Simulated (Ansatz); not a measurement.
# Mo(100) with 4 thermally displaced layers, 2x2: scattering by thermal displacements, part 2 of 2

Wanted: the phonon-limited resistivity of Mo at 180 K by the Landauer route.

Ansatz 0.2.0; Ansatz plane-wave DFT, PBE, PAW files; ballistic transport by layer matching (Landauer), zero bias; PAW set soft_1.

So far. Step 2 (With 4 displaced layers): Over the solved energies the transmission per spin lies between 6.23 and 6.47, out of 6.74 channels of the lead on average (up to 6.84).

## Step 3: With 8 displaced layers

Each atom of 8 layers is moved at random, by amounts drawn from a normal law 0.0396 Å wide in each direction from the Debye model (450 K) at 180 K. A fresh draw is used; the growth of the resistance with length is what counts.

System of this step: Mo(100) with 8 thermally displaced layers, 2x2. The cell holds 72 atoms: 72 Mo. Its edges and angles: a = 6.294 Å, b = 6.294 Å, c = 28.323 Å, α = 90.0°, β = 90.0°, γ = 90.0°. It derives from Mo. Regions: lead, 40 atoms (40 Mo); scattering region, 32 atoms (32 Mo). The structure is stacked along c, and the current runs across the ab planes.

File input.yaml:

```yaml
crystal:
  lattice:
    - [6.294, 0.0, 0.0]
    - [0.0, 6.294, 0.0]
    - [0.0, 0.0, 28.323]
  atoms:
    - { symbol: Mo, position: [0.0, 0.0, 0.0277777778] }
    - { symbol: Mo, position: [0.0, 0.5, 0.0277777778] }
    - { symbol: Mo, position: [0.5, 0.0, 0.0277777778] }
    - { symbol: Mo, position: [0.5, 0.5, 0.0277777778] }
    - { symbol: Mo, position: [0.25, 0.25, 0.0833333333] }
    - { symbol: Mo, position: [0.25, 0.75, 0.0833333333] }
    - { symbol: Mo, position: [0.75, 0.25, 0.0833333333] }
    - { symbol: Mo, position: [0.75, 0.75, 0.0833333333] }
    - { symbol: Mo, position: [0.0, 0.0, 0.1388888889] }
    - { symbol: Mo, position: [0.0, 0.5, 0.1388888889] }
    - { symbol: Mo, position: [0.5, 0.0, 0.1388888889] }
    - { symbol: Mo, position: [0.5, 0.5, 0.1388888889] }
    - { symbol: Mo, position: [0.25, 0.25, 0.1944444444] }
    - { symbol: Mo, position: [0.25, 0.75, 0.1944444444] }
    - { symbol: Mo, position: [0.75, 0.25, 0.1944444444] }
    - { symbol: Mo, position: [0.75, 0.75, 0.1944444444] }
    - { symbol: Mo, position: [0.0, 0.0, 0.25] }
    - { symbol: Mo, position: [0.0, 0.5, 0.25] }
    - { symbol: Mo, position: [0.5, 0.0, 0.25] }
    - { symbol: Mo, position: [0.5, 0.5, 0.25] }
    - { symbol: Mo, position: [0.2613383269, 0.2582764142, 0.3060553604] }
    - { symbol: Mo, position: [0.2423956225, 0.7499719686, 0.306473651] }
    - { symbol: Mo, position: [0.7418918846, 0.2524866432, 0.3061567299] }
    - { symbol: Mo, position: [0.7543804436, 0.7425479259, 0.3046301491] }
    - { symbol: Mo, position: [0.9972533583, 0.9926380219, 0.3635436575] }
    - { symbol: Mo, position: [0.996879058, 0.5020703225, 0.3607494914] }
    - { symbol: Mo, position: [0.5099653562, 0.0083094998, 0.3619968695] }
    - { symbol: Mo, position: [0.4861325312, 0.5003274368, 0.3620672621] }
    - { symbol: Mo, position: [0.2563182861, 0.2461112919, 0.4192147919] }
    - { symbol: Mo, position: [0.2416900598, 0.7458367696, 0.4179743558] }
    - { symbol: Mo, position: [0.7503087181, 0.2626017664, 0.4169303151] }
    - { symbol: Mo, position: [0.7460150851, 0.747623859, 0.4151406735] }
    - { symbol: Mo, position: [0.9919591058, 0.003967403, 0.4730349961] }
    - { symbol: Mo, position: [0.0081471176, 0.4952509982, 0.4745844782] }
    - { symbol: Mo, position: [0.4981913673, 0.0099083094, 0.4716169612] }
    - { symbol: Mo, position: [0.4953713429, 0.5015719879, 0.4736647333] }
    - { symbol: Mo, position: [0.2510132903, 0.2463150595, 0.5259020509] }
    - { symbol: Mo, position: [0.2411797364, 0.7531635614, 0.5291619144] }
    - { symbol: Mo, position: [0.7489660359, 0.2432386411, 0.5289987475] }
    - { symbol: Mo, position: [0.741942027, 0.7455124097, 0.5286462857] }
    - { symbol: Mo, position: [0.9858390639, 0.0024315608, 0.5825198951] }
    - { symbol: Mo, position: [0.0006877359, 0.4995235835, 0.583615995] }
    - { symbol: Mo, position: [0.5043686701, 0.9952273103, 0.5853206097] }
    - { symbol: Mo, position: [0.5045695656, 0.5053099087, 0.5849624227] }
    - { symbol: Mo, position: [0.2549565719, 0.2553120864, 0.6389946083] }
    - { symbol: Mo, position: [0.2410208064, 0.7491501133, 0.6378127048] }
    - { symbol: Mo, position: [0.7410461817, 0.251626535, 0.6380937593] }
    - { symbol: Mo, position: [0.7435190756, 0.7434360245, 0.6392642764] }
    - { symbol: Mo, position: [0.0022572497, 0.0083226937, 0.6944249845] }
    - { symbol: Mo, position: [0.0065566669, 0.5088249497, 0.6960529778] }
    - { symbol: Mo, position: [0.485114304, 0.0077325422, 0.6949194109] }
    - { symbol: Mo, position: [0.5026669434, 0.5023362657, 0.6949797392] }
    - { symbol: Mo, position: [0.25, 0.25, 0.75] }
    - { symbol: Mo, position: [0.25, 0.75, 0.75] }
    - { symbol: Mo, position: [0.75, 0.25, 0.75] }
    - { symbol: Mo, position: [0.75, 0.75, 0.75] }
    - { symbol: Mo, position: [0.0, 0.0, 0.8055555556] }
    - { symbol: Mo, position: [0.0, 0.5, 0.8055555556] }
    - { symbol: Mo, position: [0.5, 0.0, 0.8055555556] }
    - { symbol: Mo, position: [0.5, 0.5, 0.8055555556] }
    - { symbol: Mo, position: [0.25, 0.25, 0.8611111111] }
    - { symbol: Mo, position: [0.25, 0.75, 0.8611111111] }
    - { symbol: Mo, position: [0.75, 0.25, 0.8611111111] }
    - { symbol: Mo, position: [0.75, 0.75, 0.8611111111] }
    - { symbol: Mo, position: [0.0, 0.0, 0.9166666667] }
    - { symbol: Mo, position: [0.0, 0.5, 0.9166666667] }
    - { symbol: Mo, position: [0.5, 0.0, 0.9166666667] }
    - { symbol: Mo, position: [0.5, 0.5, 0.9166666667] }
    - { symbol: Mo, position: [0.25, 0.25, 0.9722222222] }
    - { symbol: Mo, position: [0.25, 0.75, 0.9722222222] }
    - { symbol: Mo, position: [0.75, 0.25, 0.9722222222] }
    - { symbol: Mo, position: [0.75, 0.75, 0.9722222222] }
kpoints:
  mp_grid: { grid: [4, 4, 1] }
hamiltonian:
  xc: pbe
  pseudopotentials: { kind: paw, azcp: { folder: soft_1 } }
scf:
  occupations: { method: fermi_dirac, width: 0.1 }
output:
  transmission: { leads: [[0, 4]], kmesh: [8, 8], e_range: [-0.05, 0.05], de: 0.05 }
  write_potential: true
  write_density: true
  volumetric_format: npy
```

Started as:

```
$ ansatz run input.yaml --threads 4 --pin off --max-ram 15360MiB --backend cpu --events-out ev --progress --plain --runs-dir out
```

Numbers of over 12 decimals in the logs are rounded to 6 here.

The program printed:

```text
[...]
Crystal: 72 atoms, lattice volume = 1122.000 Å³
Basis set: ecut = 420 eV, 21955 PW (Γ)
Bands: 605, of which v1, the nominal top of the filled ones, is band 504 counted from 1 (503 counted from 0)
Symmetry: 1 space group operations
[...]
k-points: 10 of 16 (time reversal used)
[...]
SCF iter   1: F=—  HF=-356879.695829 eV  |F-HF|=—  |Δ(HF+E_count)|=         —  Δρ=1.06e-1  dr2=1.26e2  ethr=3.10e-3  ⟨swp⟩=4.4  Hψ=21826  notcnv=0
[...]
SCF iter   8: F=-356835.457256 eV  HF=-356835.457256 eV  |F-HF|=2.55e-8  |Δ(HF+E_count)|=   6.40e-9  Δρ=8.21e-7  dr2=2.97e-8  ethr=9.92e-12  ⟨swp⟩=6.4  Hψ=13811  notcnv=0
SCF 1 converged in 8 iterations: F = -356835.457256 eV  dr2 = 2.97e-8
[...]
transmission: 192 of 1904 steps passed
transmission: 381 of 1904 steps passed
[...]
transmission: 1904 of 1904 steps passed
SCF converged after 8 iterations
Free energy (F): -356835.457256 eV
[...]
Internal energy: -356833.813228 eV  (E = F + TS)
E sigma→0 (E₀):  -356834.635242 eV
Entropy (-TS):   -1.644028 eV (-22.834 meV/atom)
Fermi energy:    21.107911 eV
[...]
--- Band table (eV; the first three rows and the last of 10) ---
  k-point 0: bands = [... 500 lower, 20.9278, 20.9613, 20.9624, 20.9749, 20.9898, 20.9981, 21.0216, 21.0412, ... 97 higher]
  k-point 1: bands = [... 500 lower, 21.0578, 21.0680, 21.0992, 21.1076, 21.1211, 21.1520, 21.1588, 21.1743, ... 97 higher]
  k-point 2: bands = [... 500 lower, 20.9790, 21.0042, 21.0452, 21.0606, 21.2108, 21.2488, 21.2900, 21.3070, ... 97 higher]
  k-point 9: bands = [... 500 lower, 20.3302, 20.3501, 20.4131, 20.4431, 21.4203, 21.4411, 21.4680, 21.4799, ... 97 higher]
--- Transmission ---
  basis      : 349 plane waves across, 56 finite elements along
  points     : 34, standing for a mesh of 8 x 8
[...]
channels       : 6.593750e0 a spin
[...]
slowest decay  : 0.0397 /Å at (0.3750, 0.5000)
  junction   : crystal 0 to crystal 0, 0.70 to 27.45 Å
    transmission   : 5.918963e0 a spin
[...]
```

Elapsed: 19 min, on 4 threads of Arm Neoverse V1, shared host; peak memory 8 GiB.

This step gave:

```yaml
free_energy: -356835.4573 eV
energy_at_zero_smearing: -356834.6352 eV
fermi_energy: 21.11 eV
transmission_per_spin_nearest_the_fermi_level: 5.919
open_channels_per_spin_nearest_the_fermi_level: 6.594
step_of_the_lead_s_potential: 1.8 meV
```

Per spin. Table of transmission, zone mean by energy, zero at the Fermi level:

```
energy (eV)  transmission, zone mean
    -0.0500                     5.93
     0.0000                     5.92
     0.0500                     5.86
```

Over the solved energies the transmission per spin lies between 5.86 and 5.93, out of 6.59 channels of the lead on average (up to 6.66).

## Step 4: With 12 displaced layers

Each atom of 12 layers is moved at random, by amounts drawn from a normal law 0.0396 Å wide in each direction from the Debye model (450 K) at 180 K. A fresh draw is used; the growth of the resistance with length is what counts.

System of this step: Mo(100) with 12 thermally displaced layers, 2x2. The cell holds 88 atoms: 88 Mo. Cell: a = 6.294 Å, b = 6.294 Å, c = 34.617 Å, α = 90.0°, β = 90.0°, γ = 90.0°. It derives from Mo. Regions: lead, 40 atoms (40 Mo); scattering region, 48 atoms (48 Mo). The structure is stacked along c, and the current runs across the ab planes.

File input.yaml:

```yaml
crystal:
  lattice:
    - [6.294, 0.0, 0.0]
    - [0.0, 6.294, 0.0]
    - [0.0, 0.0, 34.617]
  atoms:
    - { symbol: Mo, position: [0.0, 0.0, 0.0227272727] }
    - { symbol: Mo, position: [0.0, 0.5, 0.0227272727] }
    - { symbol: Mo, position: [0.5, 0.0, 0.0227272727] }
    - { symbol: Mo, position: [0.5, 0.5, 0.0227272727] }
    - { symbol: Mo, position: [0.25, 0.25, 0.0681818182] }
    - { symbol: Mo, position: [0.25, 0.75, 0.0681818182] }
    - { symbol: Mo, position: [0.75, 0.25, 0.0681818182] }
    - { symbol: Mo, position: [0.75, 0.75, 0.0681818182] }
    - { symbol: Mo, position: [0.0, 0.0, 0.1136363636] }
    - { symbol: Mo, position: [0.0, 0.5, 0.1136363636] }
    - { symbol: Mo, position: [0.5, 0.0, 0.1136363636] }
    - { symbol: Mo, position: [0.5, 0.5, 0.1136363636] }
    - { symbol: Mo, position: [0.25, 0.25, 0.1590909091] }
    - { symbol: Mo, position: [0.25, 0.75, 0.1590909091] }
    - { symbol: Mo, position: [0.75, 0.25, 0.1590909091] }
    - { symbol: Mo, position: [0.75, 0.75, 0.1590909091] }
    - { symbol: Mo, position: [0.0, 0.0, 0.2045454545] }
    - { symbol: Mo, position: [0.0, 0.5, 0.2045454545] }
    - { symbol: Mo, position: [0.5, 0.0, 0.2045454545] }
    - { symbol: Mo, position: [0.5, 0.5, 0.2045454545] }
    - { symbol: Mo, position: [0.2520101869, 0.2477412313, 0.2478240609] }
    - { symbol: Mo, position: [0.249314561, 0.7449418306, 0.251235973] }
    - { symbol: Mo, position: [0.74818269, 0.25052534, 0.2490278416] }
    - { symbol: Mo, position: [0.7467864718, 0.7499274184, 0.248300365] }
    - { symbol: Mo, position: [0.001892318, 0.9993324497, 0.29409779] }
    - { symbol: Mo, position: [0.9849070704, 0.503228819, 0.295114036] }
    - { symbol: Mo, position: [0.4966644692, 0.9985137952, 0.2975330413] }
    - { symbol: Mo, position: [0.4996865848, 0.5005451257, 0.2937529679] }
    - { symbol: Mo, position: [0.2603672887, 0.2557740771, 0.3421299272] }
    - { symbol: Mo, position: [0.2503000214, 0.7557688335, 0.3413335454] }
    - { symbol: Mo, position: [0.7538590162, 0.2490421958, 0.3392226001] }
    - { symbol: Mo, position: [0.7564749451, 0.7378226131, 0.3406345443] }
    - { symbol: Mo, position: [0.9987128675, 0.9934369114, 0.3870652002] }
    - { symbol: Mo, position: [0.9987392542, 0.4972506328, 0.3869584633] }
    - { symbol: Mo, position: [0.4970007191, 0.0087413434, 0.3867657875] }
    - { symbol: Mo, position: [0.4970148544, 0.4877640513, 0.3848672446] }
    - { symbol: Mo, position: [0.2568398114, 0.2496815307, 0.431494217] }
    - { symbol: Mo, position: [0.2603415649, 0.7419278336, 0.4311480451] }
    - { symbol: Mo, position: [0.7470258382, 0.2536900284, 0.4310589341] }
    - { symbol: Mo, position: [0.746139544, 0.7398982258, 0.4326527372] }
    - { symbol: Mo, position: [0.0050733208, 0.9970019923, 0.4774596284] }
    - { symbol: Mo, position: [0.9918649197, 0.4970307126, 0.4788494425] }
    - { symbol: Mo, position: [0.5008542016, 0.0145399364, 0.4763719849] }
    - { symbol: Mo, position: [0.5036519355, 0.4987696125, 0.4779201622] }
    - { symbol: Mo, position: [0.2499546164, 0.2464681813, 0.5217345055] }
    - { symbol: Mo, position: [0.2692956561, 0.7495132401, 0.5204197162] }
    - { symbol: Mo, position: [0.7459181264, 0.2542671444, 0.5221551399] }
    - { symbol: Mo, position: [0.7585617702, 0.7563084477, 0.5225529598] }
    - { symbol: Mo, position: [0.9970281777, 0.9936764311, 0.5673808841] }
    - { symbol: Mo, position: [0.9907289884, 0.5075796928, 0.5700019716] }
    - { symbol: Mo, position: [0.4920946778, 0.9925632501, 0.5661582051] }
    - { symbol: Mo, position: [0.4939341236, 0.4804507213, 0.5668747697] }
    - { symbol: Mo, position: [0.2581619484, 0.2478245602, 0.6146142185] }
    - { symbol: Mo, position: [0.2469227443, 0.7610805035, 0.6138643181] }
    - { symbol: Mo, position: [0.7475959242, 0.2660633092, 0.6132650879] }
    - { symbol: Mo, position: [0.7423144085, 0.7512706912, 0.6135919268] }
    - { symbol: Mo, position: [0.0067107584, 0.994199831, 0.6600117034] }
    - { symbol: Mo, position: [0.0053666484, 0.4957980072, 0.6592777004] }
    - { symbol: Mo, position: [0.4947717834, 0.0147630018, 0.6582852] }
    - { symbol: Mo, position: [0.4971486419, 0.4932923035, 0.6586948611] }
    - { symbol: Mo, position: [0.2499630201, 0.2548319692, 0.7038469075] }
    - { symbol: Mo, position: [0.2488308586, 0.7410855303, 0.7035987026] }
    - { symbol: Mo, position: [0.7673432739, 0.2565529125, 0.703651313] }
    - { symbol: Mo, position: [0.7415832851, 0.7438603114, 0.7045206349] }
    - { symbol: Mo, position: [0.0002185543, 0.9953154749, 0.748527842] }
    - { symbol: Mo, position: [0.0089515322, 0.5028426167, 0.7495714019] }
    - { symbol: Mo, position: [0.4986113008, 0.9966674771, 0.7466404409] }
    - { symbol: Mo, position: [0.5007279009, 0.4932626845, 0.7488526822] }
    - { symbol: Mo, position: [0.25, 0.25, 0.7954545455] }
    - { symbol: Mo, position: [0.25, 0.75, 0.7954545455] }
    - { symbol: Mo, position: [0.75, 0.25, 0.7954545455] }
    - { symbol: Mo, position: [0.75, 0.75, 0.7954545455] }
    - { symbol: Mo, position: [0.0, 0.0, 0.8409090909] }
    - { symbol: Mo, position: [0.0, 0.5, 0.8409090909] }
    - { symbol: Mo, position: [0.5, 0.0, 0.8409090909] }
    - { symbol: Mo, position: [0.5, 0.5, 0.8409090909] }
    - { symbol: Mo, position: [0.25, 0.25, 0.8863636364] }
    - { symbol: Mo, position: [0.25, 0.75, 0.8863636364] }
    - { symbol: Mo, position: [0.75, 0.25, 0.8863636364] }
    - { symbol: Mo, position: [0.75, 0.75, 0.8863636364] }
    - { symbol: Mo, position: [0.0, 0.0, 0.9318181818] }
    - { symbol: Mo, position: [0.0, 0.5, 0.9318181818] }
    - { symbol: Mo, position: [0.5, 0.0, 0.9318181818] }
    - { symbol: Mo, position: [0.5, 0.5, 0.9318181818] }
    - { symbol: Mo, position: [0.25, 0.25, 0.9772727273] }
    - { symbol: Mo, position: [0.25, 0.75, 0.9772727273] }
    - { symbol: Mo, position: [0.75, 0.25, 0.9772727273] }
    - { symbol: Mo, position: [0.75, 0.75, 0.9772727273] }
kpoints:
  mp_grid: { grid: [4, 4, 1] }
hamiltonian:
  xc: pbe
  pseudopotentials: { kind: paw, azcp: { folder: soft_1 } }
scf:
  occupations: { method: fermi_dirac, width: 0.1 }
output:
  transmission: { leads: [[0, 4]], kmesh: [8, 8], e_range: [-0.05, 0.05], de: 0.05 }
  write_potential: true
  write_density: true
  volumetric_format: npy
```

The program printed:

```text
[...]
Crystal: 88 atoms, lattice volume = 1371.333 Å³
Basis set: ecut = 420 eV, 26839 PW (Γ)
Bands: 740, of which v1, the nominal top of the filled ones, is band 616 counted from 1 (615 counted from 0)
Symmetry: 1 space group operations
[...]
k-points: 10 of 16 (time reversal used)
[...]
SCF iter   1: F=—  HF=-436185.577665 eV  |F-HF|=—  |Δ(HF+E_count)|=         —  Δρ=1.06e-1  dr2=1.56e2  ethr=3.10e-3  ⟨swp⟩=4.5  Hψ=26325  notcnv=0
[...]
SCF iter   8: F=-436131.421272 eV  HF=-436131.421272 eV  |F-HF|=2.46e-8  |Δ(HF+E_count)|=   1.02e-8  Δρ=8.93e-7  dr2=3.06e-8  ethr=8.12e-12  ⟨swp⟩=6.8  Hψ=16910  notcnv=0
SCF 1 converged in 8 iterations: F = -436131.421272 eV  dr2 = 3.06e-8
[...]
transmission: 228 of 2278 steps passed
transmission: 456 of 2278 steps passed
[...]
transmission: 2278 of 2278 steps passed
SCF converged after 8 iterations
Free energy (F): -436131.421272 eV
[...]
Internal energy: -436129.254513 eV  (E = F + TS)
E sigma→0 (E₀):  -436130.337892 eV
Entropy (-TS):   -2.166759 eV (-24.622 meV/atom)
Fermi energy:    21.129627 eV
[...]
--- Band table (eV; the first three rows and the last of 10) ---
  k-point 0: bands = [... 612 lower, 21.1001, 21.1111, 21.1294, 21.1448, 21.1600, 21.1661, 21.3148, 21.3166, ... 120 higher]
  k-point 1: bands = [... 612 lower, 21.0794, 21.0863, 21.1010, 21.1069, 21.1147, 21.1305, 21.1454, 21.1516, ... 120 higher]
  k-point 2: bands = [... 612 lower, 21.0410, 21.0658, 21.0891, 21.1072, 21.1785, 21.2215, 21.2756, 21.3091, ... 120 higher]
  k-point 9: bands = [... 612 lower, 20.3044, 20.3772, 20.3824, 20.4783, 21.3852, 21.4328, 21.4556, 21.4820, ... 120 higher]
--- Transmission ---
  basis      : 349 plane waves across, 67 finite elements along
  points     : 34, standing for a mesh of 8 x 8
[...]
channels       : 6.593750e0 a spin
[...]
slowest decay  : 0.0449 /Å at (0.3750, 0.5000)
  junction   : crystal 0 to crystal 0, 0.70 to 33.74 Å
    transmission   : 5.310438e0 a spin
[...]
```

Run time: 27 min. Hardware: 4 threads; peak memory 8.2 GiB; 1.7 h of CPU time.

This step gave:

```yaml
free_energy: -436131.4213 eV
energy_at_zero_smearing: -436130.3379 eV
fermi_energy: 21.13 eV
transmission_per_spin_nearest_the_fermi_level: 5.310
step_of_the_lead_s_potential: 2.9 meV
```

Per spin. Table of transmission, zone mean by energy, zero at the Fermi level:

```
energy (eV)  transmission, zone mean
    -0.0500                     5.27
     0.0000                     5.31
     0.0500                     5.40
```

Over the solved energies the transmission per spin lies between 5.27 and 5.40, out of 6.64 channels of the lead on average (up to 6.78).

## Step 5: The fit

This step: Ansatz plane-wave DFT, PBE, PAW files; ballistic transport by layer matching (Landauer), zero bias; resistivity from the slope of the area resistance; PAW set soft_1 (Ansatz 0.2.0).

Numbers from this step:

| Property | Result |
| --- | --- |
| resistivity | 11.50 µΩ cm |
| intercept | -0.03650 fΩ m² |
| scatter about the fit | 0.01243 fΩ m² |

Resistance, by row:

| run | length (Å) | T | channels N | RA (fΩ m²) |
| --- | --- | --- | --- | --- |
| n4 | 6.294 | 6.365 | 6.74 | 0.04464 |
| n8 | 12.59 | 5.904 | 6.594 | 0.09063 |
| n12 | 18.88 | 5.327 | 6.635 | 0.1893 |

Table of area resistance by length of the displaced region:

| length of the displaced region (Å) | area resistance (fΩ m²) |
| --- | --- |
| 6.29 | 0.0446 |
| 12.59 | 0.0906 |
| 18.88 | 0.189 |

The area resistance goes from 0.045 to 0.19 fΩ m² between 6.3 and 18.9 Å, a slope of 11 µΩ cm.

By hand from the end points: (0.1893 − 0.04464) fΩ m² / (18.88 − 6.29) Å = 11 µΩ cm, since 1 fΩ m² per Å is 1000 µΩ cm.

## Step 6: Outcome

```yaml
resistivity_from_the_slope: 11.5 µΩ cm
area_resistance_over_6p29_a: 0.0446 fΩ m²
area_resistance_over_12p6_a: 0.0906 fΩ m²
area_resistance_over_18p9_a: 0.189 fΩ m²
```

**Reading.** The slope gives 11 µΩ cm. The points scatter by 0.012 fΩ m² about the line, with one random draw a length in a 2x2 cell, so the slope is a rough value. The mean square of the displacements drawn is 0.78, 0.99 and 1.2 of the nominal one at the three lengths; with each resistance scaled back by that, the slope is 8.2 µΩ cm, the value used below. The lead's own channel count moves between the runs (6.74, 6.59 and 6.64), which shifts RA and the slope too. Read with a model of isotropic scattering on a spherical Fermi surface and the lead's 1.3×10¹⁵ S/m², this slope means a mean free path near 78 Å; over these lengths the model's slope is 1.14 times its bulk resistivity, which would be 7.3 µΩ cm. Uncorrelated displacements put too much weight on short waves, which scatter strongly; with the sideways repeat of a small cell, one draw and three short lengths, the method is good to a factor of two or three.

[Logs are printed without paths, hosts, clocks, repeated set-up lines and the standing remarks that a program may print on its own settings, such as how far it seeks lower states.]

[Hosts, paths, dates, database ids (printed as entryN), source tags and the programs' standing remarks are cut or masked in the printed files.]
